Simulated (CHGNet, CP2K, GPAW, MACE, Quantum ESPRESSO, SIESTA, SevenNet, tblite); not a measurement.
## Generalised stacking fault on (111) (shuffle set) of a GaAs-GaSb solid solution (48 atoms): one structure in several programs

Wanted: errors and costs of other methods on generalised stacking fault on (111) (shuffle set) of a GaAs-GaSb solid solution (48 atoms). A plane-wave run serves as the reference.

Program: Quantum ESPRESSO 7.5. Level of theory: Kohn-Sham DFT, PBE, GBRV 1.5 ultrasoft pseudopotentials, plane waves. Results are calculated unless marked as measured.

## (1) The starting structure

The cell holds 48 atoms: 24 Ga, 10 Sb and 14 As. Its edges and angles: a = 8.267 Å, b = 7.159 Å, c = 20.392 Å, α = 90.0°, β = 83.2°, γ = 90.0°. Zinc-blende GaAs lattice (a = 5.8453 Å, the value set for the mixture), cell with z along [111], 2 x 1 x 2 periods; the third cell vector is tilted by 0.583 of 1/2[1-10] and lengthened by 0 Å, so the cell holds one fault (shuffle set); displaced by a Gaussian of 0.01 Å; 10 of 24 As sites given to Sb at random (lattice constant by Vegard's rule between GaAs and GaSb). Then every atom was moved at random, 0.05 Å r.m.s. a Cartesian component. The structure's axis is c.

## (2) The reference run

Input file pw.in:

```
&control
  calculation = 'scf'
  pseudo_dir = './pseudo'
  outdir = './tmp'
  disk_io = 'none'
  tprnfor = .true.
  tstress = .true.
/
&system
  ibrav = 0
  nat = 48
  ntyp = 3
  ecutwfc = 40
  ecutrho = 200
  nosym = .true.
  occupations = 'smearing'
  smearing = 'fd'
  degauss = 0.003675
/
&electrons
  conv_thr = 2.4e-07
  electron_maxstep = 100
  mixing_beta = 0.2
  mixing_mode = 'local-TF'
  diagonalization = 'david'
/
ATOMIC_SPECIES
Ga 69.723 Ga.upf
Sb 121.760 Sb.upf
As 74.922 As.upf
CELL_PARAMETERS angstrom
8.26650 0.00000 0.00000
0.00000 7.15900 0.00000
2.41109 0.00000 20.24871
ATOMIC_POSITIONS crystal
Ga 0.47576 0.49429 0.93704
Sb 0.71915 0.49229 0.06084
Ga 0.71081 0.81992 0.10971
As 0.68746 0.83915 0.23355
Ga 0.99007 0.49742 0.93641
As 0.23297 0.49942 0.05737
Ga 0.20894 0.81992 0.10355
As 0.19032 0.83535 0.23054
Ga 0.22151 0.99243 0.94330
As 0.48601 0.00534 0.06263
Ga 0.47808 0.33712 0.10307
As 0.42764 0.33540 0.23304
[... 32 atom lines left out ...]
Ga 0.78914 0.66220 0.77155
As 0.74842 0.66912 0.89686
Ga 0.02496 0.16699 0.77313
Sb 0.98522 0.16081 0.89258
K_POINTS gamma
```

Started as:

```
$ OMP_NUM_THREADS=1 mpirun -np 4 pw.x -in pw.in > output.txt
```

The program printed:

```text
Program PWSCF
     gamma-point specific algorithms are used
     one sub-group per band group will be used
     scalapack distributed-memory algorithm (size of sub-group:  2*  2 procs)
     Parallelization info
     sticks:   dense  smooth     PW     G-vecs:    dense   smooth      PW
     Min         841     673    167                96583    69108    8644
     Max         844     676    170                96588    69118    8648
     Sum        3371    2697    673               386343   276447   34583
     bravais-lattice index     =            0
     lattice parameter (alat)  =      15.6214  a.u.
     unit-cell volume          =    8086.6378 (a.u.)^3
     number of atoms/cell      =           48
     number of atomic types    =            3
     number of electrons       =       676.00
[... lines left out ...]
     scf convergence threshold =      2.4E-07
[... lines left out ...]
     number of k points=     1  Fermi-Dirac smearing, width (Ry)=  0.0037
[... lines left out ...]
     total energy              =  -12362.11907917 Ry
[... lines left out ...]
     total energy              =  -12387.76929941 Ry
[... lines left out ...]
     total energy              =  -12379.83182111 Ry
[... lines left out ...]
     total energy              =  -12380.91038603 Ry
[... lines left out ...]
     total energy              =  -12380.91038637 Ry
[... lines left out ...]
   -87.1120 -87.0402 -87.0357 -86.9476 -86.8775 -86.8721 -86.8685 -86.8610
   -86.8514 -86.8488 -86.8313 -86.8256 -86.8181 -86.8150 -86.8143 -86.8107
   -86.8084 -86.7981 -86.7945 -86.7901 -86.7803 -86.7796 -86.7792 -86.7737
[...]
12.1573  12.2219  12.2275  12.2497  12.2994  12.3341  12.3943  12.3985
    12.4695  12.4993  12.5678  12.6469  12.7375  12.8225  12.8846  12.9331
    13.0096  13.0767  13.1253  13.1675  13.3062  13.3653
     the Fermi energy is     7.9554 ev
!    total energy              =  -12380.91038694 Ry
     estimated scf accuracy    <       0.00000012 Ry
     smearing contrib. (-TS)   =      -0.01431224 Ry
     internal energy E=F+TS    =  -12380.89607470 Ry
     The total energy is F=E-TS. E is the sum of the following terms:
     one-electron contribution =  -10960.77001642 Ry
     hartree contribution      =    5725.36987921 Ry
     xc contribution           =   -2048.22518474 Ry
     ewald contribution        =   -5097.27075275 Ry
     convergence has been achieved in  19 iterations
     Forces acting on atoms (cartesian axes, Ry/au):
     atom    1 type  1   force =     0.02092711    0.06194357    0.04051385
     atom    2 type  2   force =     0.07256093    0.05663527   -0.05658029
     atom    3 type  1   force =    -0.03207558    0.01870740    0.02488698
[...]
atom   47 type  1   force =     0.00087104   -0.01490734   -0.09055662
     atom   48 type  2   force =     0.05536478    0.04066611    0.02387807
     Total force =     0.418644     Total SCF correction =     0.002006
     Computing stress (Cartesian axis) and pressure
          total   stress  (Ry/bohr**3)                   (kbar)     P=       55.32
   0.00079118   0.00003588   0.00002838          116.39        5.28        4.17
   0.00003588   0.00010188  -0.00003087            5.28       14.99       -4.54
   0.00002838  -0.00003087   0.00023520            4.17       -4.54       34.60
     Message from routine punch:
     Nothing written, as per user request (disk_io='none')
```

Run time: 2.6 min. Hardware: 4 MPI ranks of Arm Neoverse V1, shared host; peak memory 1.5 GiB; 10 min of CPU time.

Banners, paths, timers and routine set-up lines are dropped from the logs unmarked, and long logs keep their key lines alone; longer cuts are marked.

Numbers from this run:

- r.m.s. force component: 0.897 eV/Å
- longest force: 3.717 eV/Å
- pressure: 5.533 GPa

## (3) The ladder

The programs:
- CHGNet: machine-learned potential, published weights.
- CP2K 2026.2: Gaussian basis with GTH pseudopotentials and a plane-wave density; labels give functional, basis (MOLOPT sets; SR short-range, UZH the newer set with its own potentials), grid cutoff/relative cutoff and solver (OT: orbital transformation; TRS4, TC2, SIGN: linear-scaling purification with its sparsity filter), or its built-in tight binding.
- GPAW 26.7.0: PAW with atomic orbitals (LCAO), plane waves or a real-space grid of spacing h.
- MACE: machine-learned potential, published weights.
- SIESTA 5.4.2: numerical atomic orbitals, whose automatically made sets are far from complete, with PseudoDojo norm-conserving potentials that we converted to its format (checked against plane waves on the same files for H, C, O, Si, Ge and Ca alone); labels give functional, basis size, energy shift and mesh cutoff.
- SevenNet: machine-learned potential, published weights.
- tblite 0.8.0: extended tight binding, driven from Python.

All use the same cell and atoms; the electronic-structure runs use the same k-mesh, and an electronic temperature of 580 K (0.05 eV) where levels are smeared.

Differences are against the plane-wave reference, forces as r.m.s. over components; share is that over the reference's r.m.s. force, slope the least-squares factor from reference forces to these. Total energies of different programs have different zeros and aren't compared.

```
                                                                  run  Δ force, r.m.s. (meV/Å)  share (%)  slope  Δ pressure (GPa)  cores  CPU time  memory (GiB)
                                                            reference                        -          -      -                 -      4    10 min           1.5
                                               CHGNet 0.3.0 potential                      436       48.6  0.567             -1.97      1     3.7 s          0.54
                 CP2K LDA, DZVP-MOLOPT-SR, 800/50 Ry, diagonalisation                     68.7       7.66  0.934             -3.65      2   5.5 min           4.9
              CP2K PBE+D4, DZVP-MOLOPT-SR, 800/50 Ry, diagonalisation                     36.8       4.10  1.029             -1.74      2   7.1 min           5.2
        CP2K PBE, DZVP-MOLOPT-SR, 560/50 Ry, diagonalisation (coarse)                     59.6       6.65  1.028              1.04      2   6.2 min           3.2
        CP2K PBE, DZVP-MOLOPT-SR, 800/20 Ry, diagonalisation (coarse)                      701       78.1  0.975              2.48      2   5.3 min           5.2
                 CP2K PBE, DZVP-MOLOPT-SR, 800/50 Ry, diagonalisation                     36.9       4.11  1.030              1.01      2   7.1 min           5.2
                       CP2K PBE, TZVP-UZH, 800/50 Ry, diagonalisation                     31.5       3.51  1.020             0.875      2   8.6 min           5.3
CP2K RPBE, PBE potentials, DZVP-MOLOPT-SR, 800/50 Ry, diagonalisation                     56.8       6.33  1.036              1.96      2   7.1 min           5.3
                                          GPAW PBE, LCAO dzp, h 0.2 Å                     78.3       8.73  1.076                 -      1   3.2 min           1.3
                    GPAW PBE, LCAO dzp, h 0.2 Å, other mixer settings                     77.8       8.67  1.076                 -      1   3.7 min           1.2
                                GPAW PBE, LCAO dzp, h 0.22 Å (coarse)                     78.2       8.72  1.076                 -      1   2.5 min          0.98
                             GPAW PBE, LCAO sz(dzp), h 0.2 Å (coarse)                      231       25.8  1.229                 -      1      61 s          0.99
                                         GPAW PBE, plane waves 550 eV                     31.7       3.54  1.021             0.487      1   7.7 min           1.0
                                          MACE MP-0b2 small potential                      268       29.9  0.861             -1.70      1     6.8 s          0.65
                          SIESTA PBE, TZP, shift 0.01 Ry, mesh 300 Ry                     59.4       6.62  1.034             0.923      2   8.5 min           1.6
                                              SevenNet l3i5 potential                      274       30.5  0.893             -1.82      1     9.7 s          0.89
                                                      tblite GFN1-xTB                      422       47.1  1.288              3.72      1     4.6 s          0.11
```

Rows marked coarse were listed beforehand as settings not expected to be converged; some can still land near the reference.

Times of the machine-learned potentials are mostly Python's start and the loading of weights.

CPU time is summed over cores on a shared host, where runs went side by side, so it is rough. Symmetry, cutoffs, thresholds, outputs and thread counts weren't matched or tuned between programs; memory under MPI is the largest rank's times the ranks.

Mean charges by element (e), by run and scheme:

```
                                                                  run     scheme     Ga     Sb     As
                 CP2K LDA, DZVP-MOLOPT-SR, 800/50 Ry, diagonalisation   Mulliken  -0.03  +0.37  -0.21
                 CP2K LDA, DZVP-MOLOPT-SR, 800/50 Ry, diagonalisation  Hirshfeld  +0.09  -0.03  -0.13
              CP2K PBE+D4, DZVP-MOLOPT-SR, 800/50 Ry, diagonalisation   Mulliken  -0.03  +0.36  -0.20
              CP2K PBE+D4, DZVP-MOLOPT-SR, 800/50 Ry, diagonalisation  Hirshfeld  +0.11  -0.05  -0.16
                 CP2K PBE, DZVP-MOLOPT-SR, 560/50 Ry, diagonalisation   Mulliken  -0.03  +0.36  -0.20
                 CP2K PBE, DZVP-MOLOPT-SR, 560/50 Ry, diagonalisation  Hirshfeld  +0.11  -0.05  -0.16
                 CP2K PBE, DZVP-MOLOPT-SR, 800/50 Ry, diagonalisation   Mulliken  -0.03  +0.36  -0.20
                 CP2K PBE, DZVP-MOLOPT-SR, 800/50 Ry, diagonalisation  Hirshfeld  +0.11  -0.05  -0.16
                       CP2K PBE, TZVP-UZH, 800/50 Ry, diagonalisation   Mulliken  -0.23  +0.19  +0.26
                       CP2K PBE, TZVP-UZH, 800/50 Ry, diagonalisation  Hirshfeld  +0.11  -0.05  -0.16
CP2K RPBE, PBE potentials, DZVP-MOLOPT-SR, 800/50 Ry, diagonalisation   Mulliken  -0.01  +0.35  -0.22
CP2K RPBE, PBE potentials, DZVP-MOLOPT-SR, 800/50 Ry, diagonalisation  Hirshfeld  +0.13  -0.06  -0.18
                          SIESTA PBE, TZP, shift 0.01 Ry, mesh 300 Ry  Hirshfeld  +0.10  -0.05  -0.14
                                                      tblite GFN1-xTB   Mulliken  -0.03  +0.10  -0.02
```

Within one program, basis, potentials and functional, energies share a zero. Each run against its twin at the usual cutoff or grid and solver:

```
                                                 run                                        twin  Δ energy (meV/atom)  Δ force, r.m.s. (meV/Å)  CPU time over the twin's
CP2K PBE, DZVP-MOLOPT-SR, 560/50 Ry, diagonalisation  DZVP-MOLOPT-SR, 800/50 Ry, diagonalisation               -0.662                     61.2                      0.88
CP2K PBE, DZVP-MOLOPT-SR, 800/20 Ry, diagonalisation  DZVP-MOLOPT-SR, 800/50 Ry, diagonalisation                -57.1                      701                      0.75
   GPAW PBE, LCAO dzp, h 0.2 Å, other mixer settings                           LCAO dzp, h 0.2 Å                    0                     2.28                       1.2
                        GPAW PBE, LCAO dzp, h 0.22 Å                           LCAO dzp, h 0.2 Å                 7.17                     6.14                      0.78
```

## (4) Outcome

```
reference r.m.s. force component                       : 0.897 eV/Å
nearest in forces                                      : a tie at 3.5 % of 2 runs: CP2K PBE, TZVP-UZH, 800/50 Ry, diagonalisation; GPAW PBE, plane waves 550 eV
farthest in forces                                     : CP2K PBE, DZVP-MOLOPT-SR, 800/20 Ry, diagonalisation (coarse), 78 %
cheapest electronic-structure run beside the reference : tblite GFN1-xTB, 4.6 s of CPU time
```

PBE on plane waves or a grid with other potentials, cutoffs or grids, coarse settings apart, differs from the reference by 3.5 % (GPAW PBE, plane waves 550 eV) of the r.m.s. force; this holds the reference's own error, so differences of a few per cent don't tell which side is nearer the exact PBE result. The PBE runs in local orbitals, coarse settings apart, differ by 3.5 % (CP2K PBE, TZVP-UZH, 800/50 Ry, diagonalisation) to 8.7 % (GPAW PBE, LCAO dzp, h 0.2 Å); basis, grid and potentials can all enter. Tight binding differs by 47 % (tblite GFN1-xTB); it is another model, with fitted parameters of its own, and the xTB methods hold dispersion. Machine-learned potentials differ by 30 % (MACE MP-0b2 small potential) to 49 % (CHGNet 0.3.0 potential); they were trained on other programs' data. Among those trained on PBE data the slope goes as low as 0.57, which softening far from their training structures can give, though the reference's k-sampling is untested too. Rows with another functional or a dispersion term differ by 4.1 % (CP2K PBE+D4, DZVP-MOLOPT-SR, 800/50 Ry, diagonalisation) to 7.7 % (CP2K LDA, DZVP-MOLOPT-SR, 800/50 Ry, diagonalisation), which mixes the change of model with differences of basis and potentials, some of them made for another functional. Runs with settings chosen to be coarse differ by 6.6 % (CP2K PBE, DZVP-MOLOPT-SR, 560/50 Ry, diagonalisation) to 78 % (CP2K PBE, DZVP-MOLOPT-SR, 800/20 Ry, diagonalisation), their programs' other errors included. Of the electronic-structure runs that take under half the reference's CPU time, GPAW PBE, LCAO dzp, h 0.2 Å, other mixer settings is among the nearest, at 8.7 % in 3.7 min against 10 min. GPAW PBE, LCAO sz(dzp), h 0.2 Å stiffens the forces by a factor of 1.23 while following their directions (correlation 0.995); the slopes of the 5 GPAW runs lie between 1.02 and 1.23. In pressure, CP2K PBE, DZVP-MOLOPT-SR, 800/20 Ry, diagonalisation misses by +2.5 GPa, at the same functional. Charges hang on model, scheme and program or settings: among these rows the mean for As runs from -0.22 to +0.26 e, even in sign. In the reference: levels near the Fermi energy are neither full nor empty under the smearing, so no gap is quoted. Periodic xTB results under one method name differ between programs and library versions. The potentials hold different valence shells: 676 electrons in the reference, 432 in CP2K with TZVP-UZH, 292 in GPAW and 672 in SIESTA; this bears on time and differences. GPAW's setups keep the filled d shell of Ga in the core. The reference's pressure holds the uncorrected Pulay stress of its 40 Ry basis, so small pressure differences, and their order, may be the reference's own error. GPAW's Ga setup keeps the 3d shell in the core. Machine-learned potentials mimic data converged in k, so the reference's own k-point error enters their differences. The reference's stress is far from hydrostatic: its diagonal is 11.6, 1.5, 3.5 GPa, compression counted positive. The host structure and its lattice constant were typed by rule, without a check against the phase diagram. The reference's pressure of 5.5 GPa belongs to a cell and atoms that aren't relaxed at this level. The electronic-structure runs sample only Γ, in a cell whose shortest periodic width is 7 Å, which is coarse for a cell with partly filled levels. Spin–orbit coupling is left out, which matters for the levels of the heavy elements.

[Also dropped from logs without a mark: logging warnings of Python, and SIESTA's first energy breakdown and zero terms.]

[Logs are printed without paths, hosts, clocks, repeated set-up lines and the standing remarks that a program may print on its own settings, such as how far it seeks lower states.]

[Hosts, paths, dates, database ids (printed as entryN), source tags and the programs' standing remarks are cut or masked in the printed files.]
